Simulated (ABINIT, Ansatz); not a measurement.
# TiO2 (Rutile): G0W0 on several meshes in ABINIT, part 2 of 2

Wanted: mesh dependence and cost of G0W0 for TiO2 (Rutile).

ABINIT 10.8.3; PBE and many-body steps on it, plane waves. Known limits of the many-body steps: not at the basis limit; coarse k mesh.

So far. Step 4 (4×4×4): The gap on the mesh goes from 1.92 eV to 3.38 eV, a correction of +1.46 eV. Step 5 (Empty states on the mesh, 2×2×4 mesh, 100 bands): On this mesh the gap is 1.917 eV.

**7. 2×2×4**

This step: G0W0 on PBE, plane waves, norm-conserving pseudopotentials.

The input, run.abi:

```
acell 3*1.0 Angstrom
rprim 
  4.592200000000 0.000000000000 0.000000000000
  0.000000000000 4.592200000000 0.000000000000
  0.000000000000 0.000000000000 2.957400000000
ntypat 2
znucl 22 8
natom 6
typat 1 1 2 2 2 2
xred 
  0.000000000000 0.000000000000 0.000000000000
  0.500000000000 0.500000000000 0.500000000000
  0.304960000000 0.304960000000 0.000000000000
  0.195040000000 0.804960000000 0.500000000000
  0.695040000000 0.695040000000 0.000000000000
  0.804960000000 0.195040000000 0.500000000000
pp_dirpath "pseudos"
pseudos "Ti.upf, O.upf"
ecut 38
ngkpt 2 2 4
nshiftk 1
shiftk 0 0 0
kptopt 1
chksymbreak 0
istwfk *1
occopt 1
irdwfk 1
optdriver 4
nband 92
gwcalctyp 0
ecutsigx 38
symsigma 1
nkptgw 1
kptgw 
  0.0000000000 0.0000000000 0.0000000000
bdgw 
  22 26
ecuteps 4.2
irdscr 1
ppmodel 1
indata_prefix "in"
outdata_prefix "out"
tmpdata_prefix "tmp"
```

Run with:

```
$ OMP_NUM_THREADS=1 mpirun -n 8 abinit run.abi > log
```

Numbers of over 12 decimals in the logs are rounded to 6 here.

What it wrote:

```text
.Version 10.8.3 of ABINIT. v10.8.2 released Aug 2026.

 Symmetries : space group P4_2/m n m (#136); Bravais tP (primitive tetrag.)
[... echo of the input left out ...]
== DATASET  1 ==================================================================
-   mpi_nproc: 8, omp_nthreads: 1 (-1 if OMP is not activated)

--- !DatasetInfo
iteration_state: {dtset: 1, }
dimensions: {natom: 6, nkpt: 9, mband: 92, nsppol: 1, nspinor: 1, nspden: 1, mpw: 4748, }
cutoff_energies: {ecut:  38.0, pawecutdg:  -1.0, }
electrons: {nelect:   4.80000000E+01, charge:   0.00000000E+00, occopt:   1.00000000E+00, tsmear:   1.00000000E-02, }

 SIGMA: Calculation of the GW corrections

 Based on a program developped by R.W. Godby, V. Olevano, G. Onida, and L. Reining.
 Incorporated in ABINIT by V. Olevano, G.-M. Rignanese, and M. Torrent.
.Using double precision arithmetic ; gwpc =  8

[... cell and pseudopotentials left out ...]
--------------------------------------------------------------------------------

 ==== K-mesh for the wavefunctions ====
 Number of points in the irreducible wedge :     9
[... list of points left out ...]
 Together with 16 symmetry operations and time-reversal symmetry
 yields    16 points in the full Brillouin Zone.

 ==== Q-mesh for screening function ====
 Number of points in the irreducible wedge :     9
[... list of points left out ...]
 Together with 16 symmetry operations and time-reversal symmetry
 yields    16 points in the full Brillouin Zone.

 vcoul_init : cutoff-mode = AUXILIARY_FUNCTION
 q-points for optical limit:   1
     1)      0.000010    0.000020    0.000030
 setmesh: FFT mesh size selected  =    50x   50x   32
          total number of points  =        80000

 Number of electrons calculated from density =   48.0000; Expected =   48.0000
[...]
number of q-points in IBZ                           9
 number of symmetry operations                      16
 number of k-points in BZ                           16
 number of q-points in BZ                           16
 number of frequencies for dSigma/dE                 9
 frequency step for dSigma/dE [eV]                0.25
 number of omega for Sigma on real axis              0
 max omega for Sigma on real axis  [eV]           0.00
 zcut for avoiding poles [eV]                     0.10

 EPSILON^-1 parameters (SCR file):
 dimension of the eps^-1 matrix on file            181
 dimension of the eps^-1 matrix used               181
 number of plane-waves for wavefunctions          4679
 number of bands                                    92
 number of q-points in IBZ                           9
 number of frequencies                               2
 number of real frequencies                          1
 number of imag frequencies                          1

 matrix elements of self-energy operator (all in [eV])

 Perturbative Calculation

--- !SelfEnergy_ee
iteration_state: {dtset: 1, }
kpoint     : [   0.000,    0.000,    0.000, ]
spin       : 1
KS_gap     :    1.917
QP_gap     :    3.328
Delta_QP_KS:    1.412
data: !SigmaeeData |
     Band     E0 <VxcDFT>   SigX SigC(E0)      Z dSigC/dE  Sig(E)    E-E0       E
       22   5.208 -20.680 -25.200   5.060   0.772  -0.295 -20.263   0.416   5.624
       23   5.208 -20.680 -25.200   5.060   0.772  -0.295 -20.263   0.416   5.624
       24   5.660 -20.454 -24.998   5.153   0.767  -0.304 -19.987   0.467   6.127
       25   7.576 -20.141 -11.955  -5.774   0.779  -0.283 -18.262   1.879   9.456
       26   7.879 -19.770 -11.944  -5.529   0.780  -0.282 -17.978   1.792   9.671

== END DATASET(S) ==============================================================
================================================================================

 -outvars: echo values of variables after computation  --------
           etotal      0.0000000000E+00
            nband          92
             nkpt           9
          spgroup         136
 [... the other variables as echoed above ...]

 Calculation completed.
```

The job ended after 5.5 s (8 MPI ranks of Arm Neoverse N1, shared host; peak memory 0.88 GiB).

Numbers from this step:

```
G0W0 gap on the points computed              : 3.329 eV
starting gap on the mesh                     : 1.917 eV
k of the valence top                         : 0, 0, 0
k of the conduction bottom                   : 0, 0, 0
Z at the valence top                         : 0.767
Z at the conduction bottom                   : 0.779
least direct G0W0 gap on the computed points : 3.329 eV
```

Against G0W0 in ABINIT (4×4×4 mesh, 92 bands, screening to 114.3 eV, Godby-Needs plasmon pole), the gap moves by −0.051 eV.

**8. Empty states on the mesh, 4×4×6 mesh, 100 bands**

This step: DFT, PBE, plane waves, norm-conserving pseudopotentials.

run.abi: that of step 7 with these lines changed.

```diff
@@ -19,3 +19,3 @@
 ecut 38
-ngkpt 2 2 4
+ngkpt 4 4 6
 nshiftk 1
@@ -24,18 +24,10 @@
 chksymbreak 0
+iscf -2
+irdden 1
 istwfk *1
-occopt 1
-irdwfk 1
-optdriver 4
-nband 92
-gwcalctyp 0
-ecutsigx 38
-symsigma 1
-nkptgw 1
-kptgw 
-  0.0000000000 0.0000000000 0.0000000000
-bdgw 
-  22 26
-ecuteps 4.2
-irdscr 1
-ppmodel 1
+nband 100
+nbdbuf 8
+tolwfr 1e-09
+nstep 60
+prtvol 0
 indata_prefix "in"
```

What it wrote:

```text
.Version 10.8.3 of ABINIT. v10.8.2 released Aug 2026.

 Symmetries : space group P4_2/m n m (#136); Bravais tP (primitive tetrag.)
[... echo of the input left out ...]
== DATASET  1 ==================================================================
-   mpi_nproc: 8, omp_nthreads: 1 (-1 if OMP is not activated)

--- !DatasetInfo
iteration_state: {dtset: 1, }
dimensions: {natom: 6, nkpt: 24, mband: 100, nsppol: 1, nspinor: 1, nspden: 1, mpw: 4748, }
cutoff_energies: {ecut:  38.0, pawecutdg:  -1.0, }
[...]
1.85998    1.90917    1.93980    2.00700    2.00700    2.04220    2.09044    2.10174
   2.10174    2.13019    2.13019    2.15999    2.15999    2.18115    2.20601    2.22468
   2.26410    2.26410    2.27794    2.28399
 prteigrs : prtvol=0 or 1, do not print more k-points.

== END DATASET(S) ==============================================================
================================================================================

 -outvars: echo values of variables after computation  --------
            nband         100
             nkpt          24
          spgroup         136
 [... the other variables as echoed above ...]

 Calculation completed.
```

The job ended after 68 s (8 MPI ranks; peak memory 0.7 GiB; 9 min of CPU time).

This step gave:

```yaml
gap: 1.917 eV
k_of_the_valence_top: 0, 0, 0
k_of_the_conduction_bottom: 0, 0, 0
least_direct_gap: 1.917 eV
k_points_computed: 24
lowest_point_of_the_top_converged_band_above_the_valence_top: 50.2096 eV
```

On this mesh the gap is 1.917 eV.

**9. Screening, 4×4×6 mesh, 92 bands, screening to 114.3 eV**

This step: RPA screening on PBE, plane waves, norm-conserving pseudopotentials.

run.abi: that of step 8 with these lines changed.

```diff
@@ -24,10 +24,11 @@
 chksymbreak 0
-iscf -2
-irdden 1
 istwfk *1
-nband 100
-nbdbuf 8
-tolwfr 1e-09
-nstep 60
-prtvol 0
+occopt 1
+irdwfk 1
+optdriver 3
+nband 92
+ecuteps 4.2
+inclvkb 2
+awtr 1
+symchi 1
 indata_prefix "in"
```

What it wrote:

```text
.Version 10.8.3 of ABINIT. v10.8.2 released Aug 2026.

 Symmetries : space group P4_2/m n m (#136); Bravais tP (primitive tetrag.)
[... echo of the input left out ...]
== DATASET  1 ==================================================================
-   mpi_nproc: 8, omp_nthreads: 1 (-1 if OMP is not activated)

--- !DatasetInfo
iteration_state: {dtset: 1, }
dimensions: {natom: 6, nkpt: 24, mband: 92, nsppol: 1, nspinor: 1, nspden: 1, mpw: 4748, }
cutoff_energies: {ecut:  38.0, pawecutdg:  -1.0, }
[...]
--------------------------------------------------------------------------------
[... chi0 elements left out ...]
 For q-point:  0.000010 0.000020 0.000030
  dielectric constant =   8.2120
  dielectric constant without local fields =   8.5921

  Average fulfillment of the sum rule on Im[epsilon] for q-point    1 :     49.86  [%]
[... wings left out ...]
  q-point number  2        q = ( 0.250000, 0.000000, 0.000000) [r.l.u.]
--------------------------------------------------------------------------------
[... chi0 elements left out ...]
  Average fulfillment of the sum rule on Im[epsilon] for q-point    2 :     64.32  [%]

 [... 22 further q-points ...]
```

The job ended after 5.7 min (8 MPI ranks; peak memory 4.3 GiB).

This step gave:

* ε∞ with local fields, on this mesh, along the program's q direction: 8.212
* the same without local fields: 8.592
* plasma frequency: 32.58 eV
* plane waves in the screening matrix: 181

**10. 4×4×6**

This step: G0W0 on PBE, plane waves, norm-conserving pseudopotentials.

run.abi: that of step 9 with these lines changed.

```diff
@@ -27,8 +27,15 @@
 irdwfk 1
-optdriver 3
+optdriver 4
 nband 92
+gwcalctyp 0
+ecutsigx 38
+symsigma 1
+nkptgw 1
+kptgw 
+  0.0000000000 0.0000000000 0.0000000000
+bdgw 
+  22 26
 ecuteps 4.2
-inclvkb 2
-awtr 1
-symchi 1
+irdscr 1
+ppmodel 1
 indata_prefix "in"
```

What it wrote:

```text
.Version 10.8.3 of ABINIT. v10.8.2 released Aug 2026.

 Symmetries : space group P4_2/m n m (#136); Bravais tP (primitive tetrag.)
[... echo of the input left out ...]
== DATASET  1 ==================================================================
-   mpi_nproc: 8, omp_nthreads: 1 (-1 if OMP is not activated)

--- !DatasetInfo
iteration_state: {dtset: 1, }
dimensions: {natom: 6, nkpt: 24, mband: 92, nsppol: 1, nspinor: 1, nspden: 1, mpw: 4748, }
cutoff_energies: {ecut:  38.0, pawecutdg:  -1.0, }
[...]
24   5.660 -20.447 -25.180   5.181   0.765  -0.308 -20.104   0.343   6.002
       25   7.576 -20.154 -12.128  -5.716   0.779  -0.284 -18.354   1.800   9.376
       26   7.879 -19.781 -12.090  -5.488   0.780  -0.282 -18.063   1.718   9.597

== END DATASET(S) ==============================================================
================================================================================

 -outvars: echo values of variables after computation  --------
           etotal      0.0000000000E+00
            nband          92
             nkpt          24
          spgroup         136
 [... the other variables as echoed above ...]

 Calculation completed.
```

Run time: 9.5 s. Hardware: 8 MPI ranks; peak memory 2.2 GiB; 75 s of CPU time.

This step gave:

```
G0W0 gap on the points computed              : 3.374 eV
starting gap on the mesh                     : 1.917 eV
k of the valence top                         : 0, 0, 0
k of the conduction bottom                   : 0, 0, 0
least direct G0W0 gap on the computed points : 3.374 eV
```

Against G0W0 in ABINIT (4×4×4 mesh, 92 bands, screening to 114.3 eV, Godby-Needs plasmon pole), the gap moves by −0.006 eV.

**11. The runs together**

Times are wall times on 8 MPI ranks of Arm Neoverse N1, shared host, good to a factor of about two. A run's time includes the screening step that it read.

| run | mesh | bands | screening cutoff (eV) | DFT gap (eV) | gap on the mesh (eV) | direct (eV) | ε∞ used | time |
| --- | --- | --- | --- | --- | --- | --- | --- | --- |
| 4×4×4 | 4×4×4 | 92 | 114.3 | 1.917 | 3.380 | 3.380 | 8.56 | 3.1 min |
| 2×2×4 | 2×2×4 | 92 | 114.3 | 1.917 | 3.329 | 3.329 | 8.91 | 41 s |
| 4×4×6 | 4×4×6 | 92 | 114.3 | 1.917 | 3.374 | 3.374 | 8.21 | 5.8 min |

**12. What came out**

* 4×4×4: 3.380 eV
* 2×2×4: 3.329 eV
* 4×4×6: 3.374 eV
* known limits: not at the basis limit; coarse k mesh

What this shows: 2×2×4: −0.051 eV against 4×4×4. 4×4×6: −0.006 eV against 4×4×4. Bands and cutoff are finite, so the gap is not at the basis limit. The miss can reach some tenths of an eV and take either sign; the mesh is an error of its own. In the first G0W0 run levels were corrected at 1 k point alone, so a gap called «on the mesh» is the least over those, and an edge elsewhere would be missed. The 4×4×4 mesh is coarse for this cell, which bears on the long-range parts of exchange and screening.

[Paths, hosts, dates, memory and timing lines, banners, echoed tables and standing remarks are left out of the program output.]

[Logs are printed without paths, hosts, clocks, repeated set-up lines and the standing remarks that a program may print on its own settings, such as how far it seeks lower states.]

[Runs of the session that timed out or met a known fault of the program may be left out.]

[No measured gap is set beside runs whose start may be inverted or whose files or cutoffs have a known fault.]

[Hosts, paths, dates, database ids (printed as entryN), source tags and the programs' standing remarks are cut or masked in the printed files.]

[G0W0 gaps are taken among the corrected bands and points alone; a level outside them can change the order at an edge.]

[Where Ansatz stands beside ABINIT at settings called matched, ABINIT's density can come from a denser mesh and the files from another edition; pairs whose starting gaps differed by over 0.03 eV were left out, so agreement reads better than it is.]
